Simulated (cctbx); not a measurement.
# What is wrong with this refinement?

Cell a = 12.1470 Å, b = 7.0910 Å, c = 6.1680 Å, α = 90.00°, β = 105.85°, γ = 90.00°; space group C2/c (no. 15). The compound is Li2Zn2S3.

Simulated single-crystal data (cctbx): Mo Kα, λ = 0.71073 Å, to d = 0.6 Å, 95 % of the full sphere, strongest reflection 5000 counts, noise from counting, a 3 % proportional error and a noise floor of 8 counts (s.d.); no absorption.

An anisotropic refinement with weights 1/σ² prints:

```text
Rint 0.062, 1243 unique reflections to 0.60 A
cycle     R1     wR2    GooF  max shift (A)
   1  0.0376  0.0737   1.245   0.00362
   2  0.0274  0.0545   0.921   0.00015
final R1 0.0274 wR2 0.0545 GooF 0.921  parameters 32  data/parameter 38.8
atom        x        y        z      Ueq    occ   su(xyz)  su(Uiso or U11)
Zn1    0.37751  0.12566  0.54485   0.0034  1.000  0.00005  0.0001
S1     0.50000  0.08397  0.25000   0.0082  1.000  0.00013  0.0003
S2     0.27580  0.93090  0.31576   0.0079  1.000  0.00010  0.0002
Li1    0.87263  0.10789  0.47908   0.0139  1.000  0.00091  0.0020
difference map: max 1.71 min -1.42 rms 0.36
Q1    0.0221  0.2515  0.9945    8    1.74  1.61 A from Li1
Q2    0.1461  0.0233  0.0885    8    1.36  0.73 A from Li1
Q3    0.1951  0.3453  0.3245    8    1.34  1.19 A from S2
Q4    0.1159  0.4355  0.0238    8    1.33  1.41 A from S2
Q5    0.1147  0.0510  0.4963    8    1.31  1.14 A from Li1
Q6    0.2396  0.0069  0.4397    8    1.31  1.12 A from S2
```

**Question.** Can this result stand? If not, what is the likely fault?

It can stand. The set-up had a fault (anomalous dispersion left out), but the figures of merit move little: R1 = 0.0274, wR2 = 0.0545, GooF = 0.92 against R1 = 0.0273, wR2 = 0.0545, GooF = 0.92 for the right model.

The compound is Li2Zn2S3. The right model at the same level gives:

```text
Rint 0.062, 1243 unique reflections to 0.60 A
cycle     R1     wR2    GooF  max shift (A)
   1  0.0364  0.0720   1.217   0.00331
   2  0.0273  0.0545   0.921   0.00015
final R1 0.0273 wR2 0.0545 GooF 0.921  parameters 32  data/parameter 38.8
atom        x        y        z      Ueq    occ   su(xyz)  su(Uiso or U11)
Zn1    0.37751  0.12566  0.54485   0.0039  1.000  0.00005  0.0001
S1     0.50000  0.08397  0.25000   0.0084  1.000  0.00013  0.0003
S2     0.27579  0.93091  0.31577   0.0081  1.000  0.00010  0.0002
Li1    0.87264  0.10795  0.47912   0.0133  1.000  0.00091  0.0020
difference map: max 1.73 min -1.43 rms 0.36
Q1    0.0226  0.2524  0.9941    8    1.76  1.61 A from Li1
Q2    0.1461  0.0231  0.0871    8    1.41  0.73 A from Li1
Q3    0.1970  0.3438  0.3246    8    1.41  1.18 A from S2
Q4    0.1158  0.0511  0.4957    8    1.36  1.14 A from Li1
Q5    0.2396  0.0064  0.4392    8    1.30  1.11 A from S2
Q6    0.1171  0.4368  0.0240    8    1.28  1.40 A from S2
```

The model is made up (kin elements in a known structure type, no relaxation), so it says nothing on whether the phase exists.

[Middle refinement cycles are left out of these outputs.]

[Logs are printed without paths, hosts, clocks, repeated set-up lines and the standing remarks that a program may print on its own settings, such as how far it seeks lower states.]
